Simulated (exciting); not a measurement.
Consider Mo2SeS3, space group P3m1.

```cif
data_structure
_symmetry_space_group_name_H-M 'P 1'
_symmetry_Int_Tables_number 1
_cell_length_a 3.2173
_cell_length_b 3.2173
_cell_length_c 13.0916
_cell_angle_alpha 90.000
_cell_angle_beta 90.000
_cell_angle_gamma 120.000
_cell_volume 117.35
loop_
_atom_site_label
_atom_site_type_symbol
_atom_site_fract_x
_atom_site_fract_y
_atom_site_fract_z
_atom_site_occupancy
Mo1 Mo 0.00000 0.00000 0.25673 1
Mo2 Mo 0.33333 0.66667 0.74772 1
Se3 Se 0.33333 0.66667 0.12667 1
S4 S 0.33333 0.66667 0.37353 1
S5 S 0.00000 0.00000 0.62992 1
S6 S 0.00000 0.00000 0.86545 1
```

Absorber: atom 4, with nearest neighbours 3 Mo at 2.41 Å (site symmetry 3m). Method: exciting, all-electron LAPW+lo, LDA, exchange and screened direct term (singlet BSE), 5×5×1 shifted k points, 50 conduction bands, |G+q| up to 3 bohr⁻¹, full RPA screening with nempty = 82, Lorentzian half width 0.45 eV.

Q: Predict the S K near-edge structure at this level.

Bound core exciton? Undecided on this mesh: the first bright state (over 5 % of the brightest) lies at 0.03 eV from the Kohn–Sham onset and at -0.10 eV from the lowest bare transition of its own mesh. Maxima (height): 0.1 eV (1.00), 6.7 eV (0.27), 8.2 eV (0.26), 10.3 eV (0.30), 13.0 eV (0.21) and 17.4 eV (0.18).

Energy from the Kohn–Sham onset, core level to the lowest empty state found on the meshes used; Im ε in relative units:

```
E (eV)  Im ε
  -3.5  0.02
  -3.0  0.03
  -2.5  0.04
  -2.0  0.06
  -1.5  0.09
  -1.0  0.17
  -0.5  0.39
   0.0  0.94
   0.5  0.84
   1.0  0.62
   1.5  0.41
   2.0  0.31
   2.5  0.25
   3.0  0.15
   3.5  0.09
   4.0  0.08
   4.5  0.10
   5.0  0.13
   5.5  0.17
   6.0  0.22
   6.5  0.26
   7.0  0.26
   7.5  0.24
   8.0  0.25
   8.5  0.25
   9.0  0.23
   9.5  0.26
  10.0  0.28
  10.5  0.29
  11.0  0.23
  11.5  0.18
  12.0  0.17
  12.5  0.19
  13.0  0.21
  13.5  0.18
  14.0  0.16
  14.5  0.13
  15.0  0.12
  15.5  0.14
  16.0  0.16
  16.5  0.17
  17.0  0.17
  17.5  0.18
  18.0  0.17
  18.5  0.15
  19.0  0.15
  19.5  0.15
```

A mesh of 25 points doesn't converge binding energies, and fine structure above the first lines is partly noise of the mesh. The kernel cutoff is low for a compact core orbital, so the effect of exchange is a lower bound. The zero comes from the unshifted 6×6×1 ground-state mesh; it is exact only where the band minimum lies on that mesh. The structure is a Materials Project entry, computed there, and may be a hypothetical form.

[Banner, clock and machine lines of the logs are left out without a mark of their own.]

[Logs are printed without paths, hosts, clocks, repeated set-up lines and the standing remarks that a program may print on its own settings, such as how far it seeks lower states.]

[Hosts, paths, dates, database ids (printed as entryN), source tags and the programs' standing remarks are cut or masked in the printed files.]
